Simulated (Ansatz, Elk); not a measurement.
# How far do independent atoms describe Ti2ZnSi2?

Structure refinements treat a crystal as free atoms side by side. For a made-up structure of Ti2ZnSi2 (cell and positions from a PBE relaxation) the runs below show what the calculated density changes in F(hkl).

Program: Elk 11.2.3 (patched build). Level of theory: DFT, PBE, all-electron APW+lo, Dirac cores, scalar-relativistic bands, static density, no spin. Results are calculated unless marked as measured.

The structure was built from a prototype and need not be the compound's stable phase.

## 1. Starting point

The structure is tetragonal, space group I4/mmm (No. 139). Conventional cell: a = 4.168 Å, b = 4.168 Å, c = 10.385 Å, α = 90.00°, β = 90.00°, γ = 90.00°. Zn has 8 Si at 3.16 Å and 8 Ti at 3.33 Å nearest. Nearest to Ti lie 4 Si at 2.54 Å and 4 Ti at 2.95 Å and 4 Zn at 3.33 Å. Nearest to Si lie 1 Si at 2.28 Å and 4 Ti at 2.54 Å. Farther neighbours are not listed.

Coordinates:

```cif
data_structure
_symmetry_space_group_name_H-M 'I4/mmm'
_symmetry_Int_Tables_number 139
_cell_length_a 4.1677
_cell_length_b 4.1677
_cell_length_c 10.3851
_cell_angle_alpha 90.000
_cell_angle_beta 90.000
_cell_angle_gamma 90.000
_cell_volume 180.39
loop_
_atom_site_label
_atom_site_type_symbol
_atom_site_symmetry_multiplicity
_atom_site_Wyckoff_symbol
_atom_site_fract_x
_atom_site_fract_y
_atom_site_fract_z
_atom_site_occupancy
Zn1 Zn 2 b 0.50000 0.50000 0.00000 1
Ti1 Ti 4 d 0.50000 0.00000 0.25000 1
Si1 Si 4 e 0.00000 0.00000 0.10976 1
```

## 2. Ground state and structure factors

An all-electron density is needed, since X-rays see the cores too. Task 0 finds the density and task 195 Fourier-transforms it; tshift is off so that phases refer to the origin typed.

File elk.in:

```
tasks
  0
  195

xctype
  20

spinpol
  .false.

rgkmax
  7.0

gmaxvr
  14.0

lmaxo
  7

lmaxapw
  8

swidth
  0.002

tshift
  .false.

ramdisk
  .false.

hmaxvr
  5.5

maxscl
  120

epspot
  1e-06

sppath
  './'

avec
  -3.93793067281 3.93793067281 9.81246422354
  3.93793067281 -3.93793067281 9.81246422354
  3.93793067281 3.93793067281 -9.81246422354

atoms
  3
  'Zn.in'
  1
  0.5000000000 0.5000000000 -0.0000000000   0.000000 0.000000 0.000000
  'Ti.in'
  2
  0.2500000000 0.7500000000 0.5000000000   0.000000 0.000000 0.000000
  0.7500000000 0.2500000000 0.5000000000   0.000000 0.000000 0.000000
  'Si.in'
  2
  0.1097589963 0.1097589963 0.0000000000   0.000000 0.000000 0.000000
  0.8902410037 0.8902410037 0.0000000000   0.000000 0.000000 0.000000

ngridk
  8 8 8
```

Command:

```
> OMP_NUM_THREADS=4 elk
```

Numbers of over 12 decimals in the logs are rounded to 6 here.

The program printed:

```text
┌─────────────────────────┐
│ Elk code version 11.2.3 │
└─────────────────────────┘

All units are atomic (Hartree, Bohr, etc.)

┌─────────────────────────────────────────────────┐
│ Ground-state run starting from atomic densities │
└─────────────────────────────────────────────────┘

Lattice vectors :
  -3.937930673       3.937930673       9.812464224
   3.937930673      -3.937930673       9.812464224
   3.937930673       3.937930673      -9.812464224

Reciprocal lattice vectors :
 -0.2697883763E-16  0.7977775422      0.3201634760
  0.7977775422     -0.2697883763E-16  0.3201634760
  0.7977775422      0.7977775422      0.4615783422E-17

Unit cell volume      :    608.6592267
Brillouin zone volume :   0.4075354526

Muffin-tin inner radius fraction :   0.1000000000E-01

Nuclei treated as point charges

Species : 1 (Zn)
 parameters loaded from : Zn.in
 name : zinc
 nuclear charge    :   -30.00000000
 electronic charge :    30.00000000
 atomic mass :    119233.3130
 muffin-tin radius :    2.400000000
 number of radial points in muffin-tin :    993
 inner part over the whole radius :   0.9843840322E-02
 number on inner part of muffin-tin    :    701
 approximate nuclear radius :   0.7484757725E-04
 number of mesh points to nuclear radius :    337
 atomic positions (lattice), magnetic fields (Cartesian) :
  1 :   0.50000000  0.50000000  0.00000000    0.00000000  0.00000000  0.00000000

Species : 2 (Ti)
 parameters loaded from : Ti.in
 name : titanium
 nuclear charge    :   -22.00000000
 electronic charge :    22.00000000
 atomic mass :    87256.20317
 muffin-tin radius :    2.400000000
 number of radial points in muffin-tin :    993
 inner part over the whole radius :   0.9985722337E-02
 number on inner part of muffin-tin    :    699
 approximate nuclear radius :   0.6805665174E-04
 number of mesh points to nuclear radius :    325
 atomic positions (lattice), magnetic fields (Cartesian) :
  1 :   0.25000000 -0.25000000  0.50000000    0.00000000  0.00000000  0.00000000
  2 :  -0.25000000  0.25000000  0.50000000    0.00000000  0.00000000  0.00000000

Species : 3 (Si)
 parameters loaded from : Si.in
 name : silicon
 nuclear charge    :   -14.00000000
 electronic charge :    14.00000000
 atomic mass :    51196.73458
 muffin-tin radius :    2.129012449
 number of radial points in muffin-tin :    793
 inner part over the whole radius :   0.9998516574E-02
 number on inner part of muffin-tin    :    553
 approximate nuclear radius :   0.5963282101E-04
 number of mesh points to nuclear radius :    247
 atomic positions (lattice), magnetic fields (Cartesian) :
  1 :   0.10975900  0.10975900  0.00000000    0.00000000  0.00000000  0.00000000
  2 :  -0.10975900 -0.10975900  0.00000000    0.00000000  0.00000000  0.00000000

Total number of atoms per unit cell :    5
Total muffin-tin volume :    254.5625152
 ratio of muffin-tin to unit cell volume :   0.4182348744

Spin treatment :
 spin-unpolarised

Number of Bravais lattice symmetries :   16
Number of crystal symmetries         :   16
Crystal has inversion symmetry
Real symmetric eigensolver will be used

k-point grid :      8     8     8
k-point offset :    0.000000000       0.000000000       0.000000000
k-point set is reduced with full crystal symmetry group
Total number of k-points :       59

Muffin-tin radius times maximum |G+k| :    7.000000000
 using average radius
Maximum |G+k| for APW functions       :    3.054627679
Maximum (1/2)|G+k|²                   :    4.665375129
Maximum |G| for potential and density :    14.00000000
Constant for pseudocharge density :    8
 order of it for each species :   15  15  15
 order of it for pair densities of each species (exact exchange by exxq0 0: 16) :   11  11   8
Radial integration step length :    1

G-vector grid sizes :     54    54    54
Number of G-vectors :    28195

Maximum angular momentum used for
 APW functions            :    8
 outer part of muffin-tin :    7
 inner part of muffin-tin :    2

Total nuclear charge    :   -102.0000000
[...]
correlation                 :     -4.464900
 electron entropic           :    -0.94996321260299E-03
 total energy                :     -4084.7181203607

Density of states at Fermi energy :    72.18721454
 (states/Hartree/unit cell)

Estimated indirect band gap :   0.1984506844E-03
 from k-point 50 to k-point 46
Estimated direct band gap   :   0.3967034768E-02
 at k-point 48

Charges :
 core                        :    52.00000000
 valence                     :    50.00000000
 interstitial                :    8.316275056
 muffin-tins (core leakage)
  species : 1 (Zn)
   atom 1                    :    28.19640585     (  0.8333809727E-04)
  species : 2 (Ti)
[...]
species : 3 (Si)
[...]
total in muffin-tins        :    93.68372494
 total calculated charge     :    101.9958128
 total charge                :    102.0000000
 error                       :   0.4187201667E-02

RMS change in Kohn-Sham potential (target) :   0.4428074616     (  0.1000000000E-05)
Absolute change in total energy (target)   :   0.1142367340     (  0.1000000000E-03)

[... loops 3 to 15 left out ...]

┌──────────────────┐
│ Loop number : 16 │
└──────────────────┘

Energies :
 Fermi                       :     0.228699
 sum of occupied eigenvalues :     -2342.4419419304
 electron kinetic            :      4134.6091900841
 core electron kinetic       :      3772.7991047148
 Coulomb                     :     -8020.6224952165
 Coulomb potential           :     -6220.6271256311
 nuclear-nuclear             :     -629.39605714705
 electron-nuclear            :     -8578.3410166403
 Hartree                     :      1187.1145785708
 Madelung                    :     -4910.3089324009
 xc potential                :     -256.42400638338
 exchange                    :     -193.33298633784
 correlation                 :     -4.469500
 electron entropic           :    -0.14189341701054E-02
 total energy                :     -4083.8172099283

Density of states at Fermi energy :    107.0500452
 (states/Hartree/unit cell)

Estimated indirect band gap :   0.3623314955E-03
 from k-point 37 to k-point 21
Estimated direct band gap   :   0.6017368377E-02
 at k-point 2

Charges :
 core                        :    52.00000000
 valence                     :    50.00000000
 interstitial                :    8.268327646
 muffin-tins (core leakage)
  species : 1 (Zn)
[...]
species : 2 (Ti)
[...]
species : 3 (Si)
[...]
total in muffin-tins        :    93.73167235
 total calculated charge     :    101.9958019
 total charge                :    102.0000000
 error                       :   0.4198122371E-02

RMS change in Kohn-Sham potential (target) :   0.2095760131E-06 (  0.1000000000E-05)
Absolute change in total energy (target)   :   0.9310027508E-04 (  0.1000000000E-03)

Convergence targets achieved

┌──────────────────┐
│ Loop number : 17 │
└──────────────────┘

Energies :
 Fermi                       :     0.228699
 sum of occupied eigenvalues :     -2342.4419353312
 electron kinetic            :      4134.6091902716
 core electron kinetic       :      3772.7991052590
 Coulomb                     :     -8020.6224918810
 Coulomb potential           :     -6220.6271255362
 nuclear-nuclear             :     -629.39605714705
 electron-nuclear            :     -8578.3410100465
 Hartree                     :      1187.1145753125
 Madelung                    :     -4910.3089291129
 xc potential                :     -256.42400006657
 exchange                    :     -193.33298611034
 correlation                 :     -4.469500
 electron entropic           :    -0.14189343085109E-02
 total energy                :     -4083.8172061689

Density of states at Fermi energy :    107.0500524
 (states/Hartree/unit cell)

Estimated indirect band gap :   0.3623275717E-03
 from k-point 37 to k-point 21
Estimated direct band gap   :   0.6017368525E-02
 at k-point 2

Charges :
 core                        :    52.00000000
 valence                     :    50.00000000
 interstitial                :    8.268327628
 muffin-tins (core leakage)
  species : 1 (Zn)
[...]
species : 2 (Ti)
[...]
atom 2                    :    20.37460159     ( -0.2204262355E-06)
  species : 3 (Si)
   atom 1                    :    12.15527607     (  0.1965887374E-02)
   atom 2                    :    12.15527607     (  0.1965887374E-02)
 total in muffin-tins        :    93.73167237
 total calculated charge     :    101.9958019
 total charge                :    102.0000000
 error                       :   0.4198122525E-02

┌──────────────────────────────┐
│ Self-consistent loop stopped │
└──────────────────────────────┘

Warning : core states of species 3 leak from the muffin-tin :   0.1965887374E-02

Wrote STATE.OUT
```

It took 49 s on 4 threads of Arm Neoverse V1, shared host; peak memory 0.19 GiB.

SFACRHO.OUT:

```text

h k l indices transformed by vhmat matrix:
   1.000000000       0.000000000       0.000000000    
   0.000000000       1.000000000       0.000000000    
   0.000000000       0.000000000       1.000000000    

      h      k      l  multipl.   |H|            Re(F)            Im(F)           |F|

      0      0      0      1   0.0000000       102.00000      0.45375709E-16   102.00000    
     -1     -1      1      2  0.64032695      -6.9375001      0.47513495E-13   6.9375001    
      0      1     -1      8  0.85962414      -9.0671893      0.20061254E-13   9.0671893    
     -1      1      0      4   1.1282278       12.351706      0.13622293E-15   12.351706    
     -2     -1      2      8   1.2485956      -34.225407     -0.43290073E-13   34.225407    
      2      2     -2      2   1.2806539       38.427455     -0.45401784E-13   38.427455    
     -1     -1      0      8   1.2972728       60.189978      0.84468436E-14   60.189978    
      1     -1      1      4   1.5955551       69.815540     -0.30729660E-14   69.815540    
      3      1     -2      8   1.7067432      -22.737472     -0.88163930E-13   22.737472    
     -2      0      0      8   1.7192483      -2.9698093      0.35899085E-13   2.9698093    
      2      3     -2      8   1.7885931      -37.713629      0.23756748E-13   37.713629    
      1     -2      0     16   1.8123878      -8.4235859     -0.15837832E-13   8.4235859    
      3      3     -3      2   1.9209809      -14.696576     -0.17104858E-12   14.696576    
      3      0     -2     16   2.0260274      -28.047919      0.38010796E-13   28.047919    
     -3     -1      3      8   2.0459400       31.390843      0.48041423E-13   31.390843    
      3      3     -4      8   2.2277939       35.716095     -0.46457640E-13   35.716095    
     -2      2      0      4   2.2564556       59.306174      0.16952721E-15   59.306174    
      1      1      1      8   2.3455512      -1.9650490     -0.27452242E-13   1.9650490
```

Elk indexes on the primitive cell of elk.in and gives |H| = 4π sin θ/λ in inverse bohr. Below, one row stands for each form hkl of the conventional cell (m members, Friedel mates merged), F is for one primitive cell and the density is static (no thermal factor). Free-atom factors are Waasmaier and Kirfel's, and R is Σm||F|−|F'||/Σm|F|.

| hkl | m | sin θ/λ (Å⁻¹) | abs F, DFT | neutral atoms | diff. |
| --- | --- | --- | --- | --- | --- |
| 002 | 2 | 0.096 | 6.938 | 6.371 | +0.566 |
| 101 | 8 | 0.129 | 9.067 | 9.432 | -0.365 |
| 110 | 4 | 0.170 | 12.352 | 12.004 | +0.348 |
| 103 | 8 | 0.188 | 34.225 | 34.197 | +0.028 |
| 004 | 2 | 0.193 | 38.428 | 38.883 | -0.455 |
| 112 | 8 | 0.195 | 60.190 | 60.569 | -0.379 |
| 200 | 4 | 0.240 | 69.816 | 70.572 | -0.757 |
| 114 | 8 | 0.257 | 22.738 | 22.773 | -0.036 |
| 202 | 8 | 0.259 | 2.970 | 3.143 | -0.173 |
| 105 | 8 | 0.269 | 37.714 | 38.221 | -0.508 |
| 211 | 16 | 0.273 | 8.424 | 8.484 | -0.061 |
| 006 | 2 | 0.289 | 14.697 | 14.954 | -0.258 |
| 213 | 16 | 0.305 | 28.048 | 28.381 | -0.333 |
| 204 | 8 | 0.308 | 31.391 | 31.352 | +0.038 |
| 116 | 8 | 0.335 | 35.716 | 35.616 | +0.100 |
| 220 | 4 | 0.339 | 59.306 | 59.408 | -0.102 |
| 222 | 8 | 0.353 | 1.965 | 1.921 | +0.044 |
| 107 | 8 | 0.358 | 16.870 | 17.020 | -0.150 |

## 3. The highest occupied states alone

An energy window below the Fermi level keeps the highest occupied states, to see at which angles they scatter; shallow core shells can lie inside it and anion s states outside. No new self-consistency is needed.

elk.in, as its differences from that of step 2:

```diff
@@ -1,3 +1,2 @@
 tasks
-  0
   195
@@ -40,2 +39,5 @@
 
+wsfac
+  -0.322540 0.528700
+
 sppath
```

Command:

```
> OMP_NUM_THREADS=4 elk
```

The program printed:

```text
┌─────────────────────────────────┐
│ Elk code version 11.2.3 started │
└─────────────────────────────────┘

Info(readinput): the functional depends on the density's gradient
 muffin-tin radial points multiplied by    2.00000
 (not where nrmtscf is given)

┌────────────────────┐
│ Current task : 195 │
└────────────────────┘
Info(checkmt): changed muffin-tin radius of species 3 (Si) from   2.2000 to   2.1290

Info(sfacrho): density structure factors written to SFACRHO.OUT

 Energy window :  -0.3225400000      0.5287000000

┌──────────────────┐
│ Elk code stopped │
└──────────────────┘
```

Run time: 12 s. Hardware: 4 threads; peak memory 0.17 GiB; 15 s of CPU time.

States within 15 eV below the Fermi level hold 28.00 electrons; any levels below the window count with the cores. Their amplitudes can exceed the total, where window and core parts have opposite phase:

| hkl | sin θ/λ (Å⁻¹) | abs F, window | abs F, all |
| --- | --- | --- | --- |
| 002 | 0.096 | 6.139 | 6.938 |
| 101 | 0.129 | 6.553 | 9.067 |
| 110 | 0.170 | 8.236 | 12.352 |
| 103 | 0.188 | 8.594 | 34.225 |
| 004 | 0.193 | 8.239 | 38.428 |
| 112 | 0.195 | 9.518 | 60.190 |
| 200 | 0.240 | 7.723 | 69.816 |
| 114 | 0.257 | 5.074 | 22.738 |
| 202 | 0.259 | 5.349 | 2.970 |
| 105 | 0.269 | 5.712 | 37.714 |

## 4. Another functional

The difference from free atoms is small, so it is set against the change that LDA (Perdew-Wang) makes.

elk.in, as its differences from that of step 3:

```diff
@@ -1,2 +1,3 @@
 tasks
+  0
   195
@@ -4,3 +5,3 @@
 xctype
-  20
+  3
 
@@ -39,5 +40,2 @@
 
-wsfac
-  -0.322540 0.528700
-
 sppath
```

Command:

```
> OMP_NUM_THREADS=4 elk
```

The program printed:

```text
┌─────────────────────────┐
│ Elk code version 11.2.3 │
└─────────────────────────┘

All units are atomic (Hartree, Bohr, etc.)

┌─────────────────────────────────────────────────┐
│ Ground-state run starting from atomic densities │
└─────────────────────────────────────────────────┘

Lattice vectors :
  -3.937930673       3.937930673       9.812464224
   3.937930673      -3.937930673       9.812464224
   3.937930673       3.937930673      -9.812464224

Reciprocal lattice vectors :
 -0.2697883763E-16  0.7977775422      0.3201634760
[...]
species : 1 (Zn)
[...]
species : 2 (Ti)
[...]
species : 3 (Si)
   atom 1                    :    12.16024342     (  0.2002461169E-02)
   atom 2                    :    12.16024342     (  0.2002461169E-02)
 total in muffin-tins        :    93.81911060
 total calculated charge     :    101.9957252
 total charge                :    102.0000000
 error                       :   0.4274798068E-02

┌──────────────────────────────┐
│ Self-consistent loop stopped │
└──────────────────────────────┘

Warning : core states of species 3 leak from the muffin-tin :   0.2002461169E-02

Wrote STATE.OUT
[key lines of the parts left out:]
total energy                :     -4075.5261816677
```

Run time: 33 s. Hardware: 4 threads; peak memory 0.17 GiB; 1.8 min of CPU time.

Against the first run R = 0.10 %; the largest change is -0.051 at 220.

## 5. A coarser k-mesh

About half the k-points along each axis test the sampling.

elk.in, as its differences from that of step 4:

```diff
@@ -5,3 +5,3 @@
 xctype
-  3
+  20
 
@@ -63,2 +63,2 @@
 ngridk
-  8 8 8
+  4 4 4
```

Command:

```
> OMP_NUM_THREADS=4 elk
```

The program printed:

```text
┌─────────────────────────┐
│ Elk code version 11.2.3 │
└─────────────────────────┘

All units are atomic (Hartree, Bohr, etc.)

┌─────────────────────────────────────────────────┐
│ Ground-state run starting from atomic densities │
└─────────────────────────────────────────────────┘

Lattice vectors :
  -3.937930673       3.937930673       9.812464224
   3.937930673      -3.937930673       9.812464224
   3.937930673       3.937930673      -9.812464224

Reciprocal lattice vectors :
 -0.2697883763E-16  0.7977775422      0.3201634760
[...]
species : 1 (Zn)
[...]
species : 2 (Ti)
[...]
species : 3 (Si)
   atom 1                    :    12.15635146     (  0.1966400440E-02)
   atom 2                    :    12.15635146     (  0.1966400440E-02)
 total in muffin-tins        :    93.72785822
 total calculated charge     :    101.9958251
 total charge                :    102.0000000
 error                       :   0.4174915516E-02

┌──────────────────────────────┐
│ Self-consistent loop stopped │
└──────────────────────────────┘

Warning : core states of species 3 leak from the muffin-tin :   0.1966400440E-02

Wrote STATE.OUT
[key lines of the parts left out:]
total energy                :     -4083.8174768285
```

The job ended after 25 s (4 threads; peak memory 0.18 GiB; 51 s of CPU time).

Against the first run R = 0.01 %; the largest change is +0.008 at 002.

## 6. Settings against the effect

| run | R against the first run (%) | R against neutral atoms, low angle (%) | wall time |
| --- | --- | --- | --- |
| PBE, rgkmax 7 | 0.00 | 1.03 | 49 s |
| LDA (Perdew-Wang) | 0.10 | 1.04 | 33 s |
| k-mesh 4×4×4 | 0.01 | 1.03 | 25 s |

## 7. Results

```json
{
 "R against neutral atoms, sin θ/λ < 0.3 Å⁻¹": "1.03 %",
 "R against neutral atoms, 0.3 to 0.81 Å⁻¹": "0.32 %"
}
```

In words: Independent neutral atoms miss the calculated amplitudes by R = 1.03 % below 0.3 Å⁻¹ and 0.32 % from there to 0.81 Å⁻¹; by shells, 4.69 % below 0.15 Å⁻¹ (2 forms), 0.86 % 0.15 to 0.3 (10 forms), 0.39 % 0.3 to 0.45 (21 forms), 0.31 % above 0.45 (116 forms). Bonding, aspherical density and the tables' own atoms all enter these figures, and the runs don't part them. The largest change of an amplitude is -0.76 electrons, at 200. The window's part falls from 28.0 electrons at the origin to at most 3.47 between 0.45 and 0.81 Å⁻¹, where compact states inside the window still scatter. Below 0.3 Å⁻¹ the changes that finished (LDA (Perdew-Wang) and k-mesh 4×4×4) move F by R = 0.05 % at most, against the 1.03 % that separates it from free atoms. The basis has no finished test. These runs have no spin, though d or f shells may be open. Part of the difference isn't bonding: the tables are fits to free atoms and ions calculated by other methods than this functional. Thermal motion, anomalous dispersion and extinction are left out.

[Logs are printed without paths, hosts, clocks, repeated set-up lines and the standing remarks that a program may print on its own settings, such as how far it seeks lower states.]

[Hosts, paths, dates, database ids (printed as entryN), source tags and the programs' standing remarks are cut or masked in the printed files.]
